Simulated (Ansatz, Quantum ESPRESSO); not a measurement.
## ScGa3 (Pm-3m): zone-centre phonons

Which modes does ScGa3 (Pm-3m) have at the zone centre?

Calculated with Quantum ESPRESSO 7.5; DFT LDA, scalar-relativistic, plane waves, JTH PAW pseudopotentials.

## Step 1: Starting point

It takes space group Pm-3m (No. 221, cubic). Conventional cell: a = 4.095 Å, b = 4.095 Å, c = 4.095 Å, α = 90.00°, β = 90.00°, γ = 90.00°. Sc has 12 Ga at 2.90 Å nearest. Nearest to Ga lie 4 Sc at 2.90 Å and 8 Ga at 2.90 Å. Farther neighbours are not listed.

## Step 2: A probe with smearing

A cheap run with smearing and empty bands tells whether the crystal has a gap, which decides between fixed occupations and smearing later on.

Contents of probe.in:

```
&CONTROL
  calculation = 'scf'
  prefix      = 'x'
  outdir      = './tmp'
  pseudo_dir  = './pseudo'
  tprnfor     = .true.
  tstress     = .true.
  verbosity   = 'high'
/
&SYSTEM
  ibrav       = 0
  nat         = 4
  ntyp        = 2
  ecutwfc     = 50.0
  ecutrho     = 250.0
  occupations = 'smearing'
  smearing    = 'gaussian'
  degauss     = 0.01
/
&ELECTRONS
  conv_thr         = 1.0d-07
  mixing_beta      = 0.7
  electron_maxstep = 100
/
ATOMIC_SPECIES
 Sc     44.9559  Sc.upf
 Ga     69.7230  Ga.upf
CELL_PARAMETERS angstrom
     4.095000000    0.000000000    0.000000000
     0.000000000    4.095000000    0.000000000
     0.000000000    0.000000000    4.095000000
ATOMIC_POSITIONS crystal
 Sc     0.000000000   0.000000000   0.000000000
 Ga     0.000000000   0.500000000   0.500000000
 Ga     0.500000000   0.000000000   0.500000000
 Ga     0.500000000   0.500000000   0.000000000
K_POINTS automatic
 4 4 4 0 0 0
```

On the command line:

```bash
$ OMP_NUM_THREADS=1 mpirun -n 4 pw.x -nk 4 -in probe.in > probe.out
```

What it wrote:

```text
[banners, grids, parts of the stress and lines that vanish by symmetry left out]
Program PWSCF v.7.5
     file Sc.upf: wavefunction(s)  4S 3P 0P 3D 0D renormalized
     file Ga.upf: wavefunction(s)  0S 4P 0P 3D 0D renormalized
[...]
kinetic-energy cutoff     =      50.0000  Ry
     charge density cutoff     =     250.0000  Ry
     scf convergence threshold =      1.0E-07
[...]
Exchange-correlation= SLA PW NOGX NOGC
                           (   1   4   0   0   0   0   0)
[...]
48 Sym. Ops., with inversion, found
[...]
(     0          1          0      )
                  (     0          0          1      )
[...]
(  0.0000000  1.0000000  0.0000000 )
                  (  0.0000000  0.0000000  1.0000000 )
[...]
(     0         -1          0      )
[...]
(     1          0          0      )
[...]
( -1.0000000  0.0000000  0.0000000 )
                  (  0.0000000  1.0000000  0.0000000 )
[...]
number of k points=    10  Gaussian smearing, width (Ry)=  0.0100
[...]
End of self-consistent calculation
[...]
the Fermi energy is    12.3099 ev
!    total energy              =    -970.72270965 Ry
[...]
convergence has been achieved in   7 iterations
[...]
atom    1 type  1   force =     0.00000000    0.00000000    0.00000000
     atom    2 type  2   force =     0.00000000    0.00000000    0.00000000
     atom    3 type  2   force =     0.00000000    0.00000000    0.00000000
     atom    4 type  2   force =     0.00000000    0.00000000    0.00000000
[...]
Total force =     0.000000     Total SCF correction =     0.000000
[...]
total   stress  (Ry/bohr**3)                   (kbar)     P=      -48.53
[...]
XML data file, charge density, pseudopotentials, collected wavefunctions

   JOB DONE.
```

Run time: 6.8 s. Hardware: 4 MPI ranks of Arm Neoverse V1, shared host.

Numbers from this step:

- volume per atom: 17.17 Å³
- pressure: -4.853 GPa
- gap on the k-mesh: 0 eV

No gap opens on this mesh, so smearing is kept; the start stands at -4.9 GPa.

## Step 3: Relaxing the cell and atoms

The relaxation runs at a cutoff a fifth above that of the response, since stress converges more slowly with the basis than frequencies do. Forces and stress are brought to rest with tight thresholds.

Contents of relax.in:

```
&CONTROL
  calculation   = 'vc-relax'
  prefix        = 'x'
  outdir        = './tmp'
  pseudo_dir    = './pseudo'
  tprnfor       = .true.
  tstress       = .true.
  forc_conv_thr = 2.0d-05
  etot_conv_thr = 1.0d-07
  nstep         = 40
/
&SYSTEM
  ibrav       = 0
  nat         = 4
  ntyp        = 2
  ecutwfc     = 60
  ecutrho     = 300.0
  occupations = 'smearing'
  smearing    = 'mv'
  degauss     = 0.02
/
&ELECTRONS
  conv_thr         = 1.0d-11
  mixing_beta      = 0.7
  electron_maxstep = 100
/
&IONS
/
&CELL
  press_conv_thr = 0.2
/
ATOMIC_SPECIES
 Sc     44.9559  Sc.upf
 Ga     69.7230  Ga.upf
CELL_PARAMETERS angstrom
     4.095000000    0.000000000    0.000000000
     0.000000000    4.095000000    0.000000000
     0.000000000    0.000000000    4.095000000
ATOMIC_POSITIONS crystal
 Sc     0.000000000   0.000000000   0.000000000
 Ga     0.000000000   0.500000000   0.500000000
 Ga     0.500000000   0.000000000   0.500000000
 Ga     0.500000000   0.500000000   0.000000000
K_POINTS automatic
 10 10 10 0 0 0
```

On the command line:

```bash
$ OMP_NUM_THREADS=1 mpirun -n 4 pw.x -nk 4 -in relax.in > relax.out
```

What it wrote:

```text
[banners, grids, parts of the stress and lines that vanish by symmetry left out]
[banner, memory and clock lines left out]
Program PWSCF v.7.5

[...]
kinetic-energy cutoff     =      60.0000  Ry
     charge density cutoff     =     300.0000  Ry
     scf convergence threshold =      1.0E-11
[...]
energy convergence thresh.=      1.0E-07
     force convergence thresh. =      2.0E-05
     press convergence thresh. =      2.0E-01
     Exchange-correlation= SLA PW NOGX NOGC
                           (   1   4   0   0   0   0   0)
[...]
48 Sym. Ops., with inversion, found
[...]
number of k points=    56  Marzari-Vanderbilt smearing, width (Ry)=  0.0200
[...]
End of self-consistent calculation
[...]
the Fermi energy is    12.3008 ev
!    total energy              =    -970.72054898 Ry
[...]
convergence has been achieved in  10 iterations
[...]
atom    1 type  1   force =     0.00000000    0.00000000    0.00000000
     atom    2 type  2   force =     0.00000000    0.00000000    0.00000000
     atom    3 type  2   force =     0.00000000    0.00000000    0.00000000
     atom    4 type  2   force =     0.00000000    0.00000000    0.00000000
     Total force =     0.000000     Total SCF correction =     0.000000
[...]
total   stress  (Ry/bohr**3)                   (kbar)     P=      -55.35
[...]
number of bfgs steps    =   0
[...]
CELL_PARAMETERS (angstrom)
[...]
ATOMIC_POSITIONS (crystal)
Sc               0.0000000000        0.0000000000        0.0000000000
Ga               0.0000000000        0.5000000000        0.5000000000
Ga               0.5000000000        0.0000000000        0.5000000000
Ga               0.5000000000        0.5000000000        0.0000000000
[...]
New effective cutoffs (rho, wfc):  305.01   61.14
[...]
End of self-consistent calculation
[...]
the Fermi energy is    12.7535 ev
!    total energy              =    -970.72455984 Ry
[...]
convergence has been achieved in  25 iterations
[...]
atom    1 type  1   force =     0.00000000    0.00000000    0.00000000
     atom    2 type  2   force =     0.00000000    0.00000000    0.00000000
     atom    3 type  2   force =     0.00000000    0.00000000    0.00000000
     atom    4 type  2   force =     0.00000000    0.00000000    0.00000000
     Total force =     0.000000     Total SCF correction =     0.000000
[...]
total   stress  (Ry/bohr**3)                   (kbar)     P=      -35.20
[...]
number of bfgs steps    =   1
[...]
CELL_PARAMETERS (angstrom)
[...]
ATOMIC_POSITIONS (crystal)
[...]
New effective cutoffs (rho, wfc):  313.89   62.92
[...]
End of self-consistent calculation
[...]
the Fermi energy is    13.4665 ev
!    total energy              =    -970.72688426 Ry
[...]
convergence has been achieved in  28 iterations
[...]
atom    1 type  1   force =     0.00000000    0.00000000    0.00000000
     atom    2 type  2   force =     0.00000000    0.00000000    0.00000000
     atom    3 type  2   force =     0.00000000    0.00000000    0.00000000
     atom    4 type  2   force =     0.00000000    0.00000000    0.00000000
     Total force =     0.000000     Total SCF correction =     0.000000
[...]
total   stress  (Ry/bohr**3)                   (kbar)     P=        0.51
[...]
number of bfgs steps    =   2
[...]
CELL_PARAMETERS (angstrom)
[...]
ATOMIC_POSITIONS (crystal)
[...]
New effective cutoffs (rho, wfc):  313.77   62.90
[...]
End of self-consistent calculation
[...]
the Fermi energy is    13.4563 ev
!    total energy              =    -970.72688468 Ry
[...]
convergence has been achieved in  19 iterations
[...]
atom    1 type  1   force =     0.00000000    0.00000000    0.00000000
     atom    2 type  2   force =     0.00000000    0.00000000    0.00000000
     atom    3 type  2   force =     0.00000000    0.00000000    0.00000000
     atom    4 type  2   force =     0.00000000    0.00000000    0.00000000
     Total force =     0.000000     Total SCF correction =     0.000000
[...]
total   stress  (Ry/bohr**3)                   (kbar)     P=       -0.04
[...]
number of bfgs steps    =   3
[...]
small trust_radius: resetting bfgs history
[...]
CELL_PARAMETERS (angstrom)
[...]
ATOMIC_POSITIONS (crystal)
[...]
New effective cutoffs (rho, wfc):  313.77   62.90
[...]
End of self-consistent calculation
[...]
the Fermi energy is    13.4566 ev
!    total energy              =    -970.72688468 Ry
[...]
convergence has been achieved in  16 iterations
[...]
atom    1 type  1   force =     0.00000000    0.00000000    0.00000000
     atom    2 type  2   force =     0.00000000    0.00000000    0.00000000
     atom    3 type  2   force =     0.00000000    0.00000000    0.00000000
     atom    4 type  2   force =     0.00000000    0.00000000    0.00000000
     Total force =     0.000000     Total SCF correction =     0.000000
[...]
total   stress  (Ry/bohr**3)                   (kbar)     P=       -0.02
[...]
bfgs converged in   5 scf cycles and   4 bfgs steps
[...]
End of BFGS Geometry Optimization
     Final enthalpy           =    -970.7268846787 Ry
     File ./tmp/x.bfgs deleted, as requested
[...]
CELL_PARAMETERS (angstrom)
[...]
ATOMIC_POSITIONS (crystal)
[...]
Ga               0.5000000000        0.0000000000        0.5000000000
Ga               0.5000000000        0.5000000000        0.0000000000
[...]
Final scf calculation at the relaxed structure.
[...]
kinetic-energy cutoff     =      60.0000  Ry
     charge density cutoff     =     300.0000  Ry
     scf convergence threshold =      1.0E-13
[...]
press convergence thresh. =      2.0E-01
     Exchange-correlation= SLA PW NOGX NOGC
                           (   1   4   0   0   0   0   0)
[...]
48 Sym. Ops., with inversion, found
[...]
number of k points=    56  Marzari-Vanderbilt smearing, width (Ry)=  0.0200
[...]
c_bands:  1 eigenvalues not converged
     c_bands:  1 eigenvalues not converged
[...]
End of self-consistent calculation
[...]
the Fermi energy is    13.4566 ev
!    total energy              =    -970.72687601 Ry
[...]
convergence has been achieved in  12 iterations
[...]
atom    1 type  1   force =     0.00000000    0.00000000    0.00000000
     atom    2 type  2   force =     0.00000000    0.00000000    0.00000000
     atom    3 type  2   force =     0.00000000    0.00000000    0.00000000
     atom    4 type  2   force =     0.00000000    0.00000000    0.00000000
     Total force =     0.000000     Total SCF correction =     0.000000
[...]
total   stress  (Ry/bohr**3)                   (kbar)     P=       -0.01
[...]
XML data file, charge density, pseudopotentials, collected wavefunctions
```

Wall time 5.3 min (4 MPI ranks).

Step by step:

```csv
step,energy less that of the first step (eV),largest force (eV/Å),pressure (GPa),volume (Å³)
1,0.0000,0.0000,-5.54,68.67
2,-0.0546,0.0000,-3.52,66.75
3,-0.0862,0.0000,0.05,63.94
4,-0.0862,0.0000,0.00,63.98
5,-0.0862,0.0000,0.00,63.97
6,-0.0861,0.0000,0.00,63.97
```

```csv
"conventional cell, symmetrised",before,after,change
a (Å),4.095,3.999,-2.3 %
b (Å),4.095,3.999,-2.3 %
c (Å),4.095,3.999,-2.3 %
volume (Å³/atom),17.17,15.99,-6.8 %
```

The last row of the table of steps is pw.x's closing run on a basis chosen anew for the final cell, so its energy can jump.

Read from the output:

| Quantity | Value |
| --- | --- |
| volume per atom | 15.99 Å³ |
| pressure | -0.001 GPa |

The volume changes by -6.8 % from the cell with which this run began.

## Step 4: Ground state

Perturbation theory inherits every error of the wavefunctions, so the threshold is set near the limit of the arithmetic. Smearing stays on, as the first look found no gap above 0.3 eV.

Contents of scf.in:

```
&CONTROL
  calculation = 'scf'
  prefix      = 'x'
  outdir      = './tmp'
  pseudo_dir  = './pseudo'
  tprnfor     = .true.
  tstress     = .true.
/
&SYSTEM
  ibrav       = 0
  nat         = 4
  ntyp        = 2
  ecutwfc     = 50.0
  ecutrho     = 250.0
  occupations = 'smearing'
  smearing    = 'mv'
  degauss     = 0.02
/
&ELECTRONS
  conv_thr         = 1.0d-12
  mixing_beta      = 0.7
  electron_maxstep = 100
/
ATOMIC_SPECIES
 Sc     44.9559  Sc.upf
 Ga     69.7230  Ga.upf
CELL_PARAMETERS angstrom
     3.999476174    0.000000000    0.000000000
     0.000000000    3.999476174    0.000000000
     0.000000000    0.000000000    3.999476174
ATOMIC_POSITIONS crystal
 Sc     0.000000000   0.000000000   0.000000000
 Ga     0.000000000   0.500000000   0.500000000
 Ga     0.500000000   0.000000000   0.500000000
 Ga     0.500000000   0.500000000   0.000000000
K_POINTS automatic
 10 10 10 0 0 0
```

On the command line:

```bash
$ OMP_NUM_THREADS=1 mpirun -n 4 pw.x -nk 4 -in scf.in > scf.out
```

What it wrote:

```text
[banners, grids, parts of the stress and lines that vanish by symmetry left out]
[banner, memory and clock lines left out]
Program PWSCF v.7.5

[...]
kinetic-energy cutoff     =      50.0000  Ry
     charge density cutoff     =     250.0000  Ry
     scf convergence threshold =      1.0E-12
[...]
Exchange-correlation= SLA PW NOGX NOGC
                           (   1   4   0   0   0   0   0)
[...]
48 Sym. Ops., with inversion, found
[...]
number of k points=    56  Marzari-Vanderbilt smearing, width (Ry)=  0.0200
[...]
End of self-consistent calculation
[...]
the Fermi energy is    13.4568 ev
!    total energy              =    -970.72613864 Ry
[...]
convergence has been achieved in  12 iterations
[...]
atom    1 type  1   force =     0.00000000    0.00000000    0.00000000
     atom    2 type  2   force =     0.00000000    0.00000000    0.00000000
     atom    3 type  2   force =     0.00000000    0.00000000    0.00000000
     atom    4 type  2   force =     0.00000000    0.00000000    0.00000000
     Total force =     0.000000     Total SCF correction =     0.000000
[...]
total   stress  (Ry/bohr**3)                   (kbar)     P=       -1.59
[...]
XML data file, charge density, pseudopotentials, collected wavefunctions
```

Wall time 35 s (4 MPI ranks).

This step gave:

| Quantity | Value |
| --- | --- |
| pressure | -0.159 GPa |

The cell stands at -0.16 GPa, close enough for phonons.

(Continued in part 2 of 3.)

[Host names and launcher messages were left out of these logs when they were recorded.]

[Logs are printed without paths, hosts, clocks, repeated set-up lines and the standing remarks that a program may print on its own settings, such as how far it seeks lower states.]

[Hosts, paths, dates, database ids (printed as entryN), source tags and the programs' standing remarks are cut or masked in the printed files.]
